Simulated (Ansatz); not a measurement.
# Does disorder add resistance in series? Mo(100) layers displaced at 800 K

Two lengths of the disordered region are known. What area resistance does the third give?

Set-up. Ansatz 0.2.0, plane waves with PAW datasets at their recommended cutoffs (420 eV for most), Fermi-Dirac smearing; ballistic transmission by layer matching. The area resistance is RA = A (h/2e²)(1/T − 1/N), with T the zone-mean transmission per spin and N the lead's channels, both averaged over a few energies near the Fermi level; for magnets each spin is taken apart, with h/e², and the two conduct in parallel. Lateral cell 2x2, PBE, a fresh random draw for each length. Atoms are displaced independently, by 0.0777 Å r.m.s. per direction; each RA is scaled by the nominal over the drawn mean square displacement.

Results; the value marked ? is to be predicted:

| length (Å) | channels N | RA (fΩ m²) |
| --- | --- | --- |
| 6.29 | 6.740 | 0.165 |
| 12.6 | 6.677 | 0.326 |
| 18.9 | 6.635 | ? |

**Fit on the rows shown.**

Ohm's law makes RA linear in the length: the slope is (0.326 − 0.165)/(12.6 − 6.29) = 0.0255 fΩ m² per Å, or 26 µΩ cm. Then 0.326 + 0.0255 × 6.29. Predicted: 0.487 fΩ m².

**The withheld run.**

0.540 fΩ m², so the prediction is 9.8 % too low. The three lengths together give 30 µΩ cm. The two increments are 0.16 and 0.21 fΩ m², roughly as Ohm's law has it, though with one draw for each length that is a weak test.

Caveats: The scatterers repeat sideways with the small cell. The slope is a raw one; a model of isotropic scattering puts it 1.04 times the bulk value over these lengths.
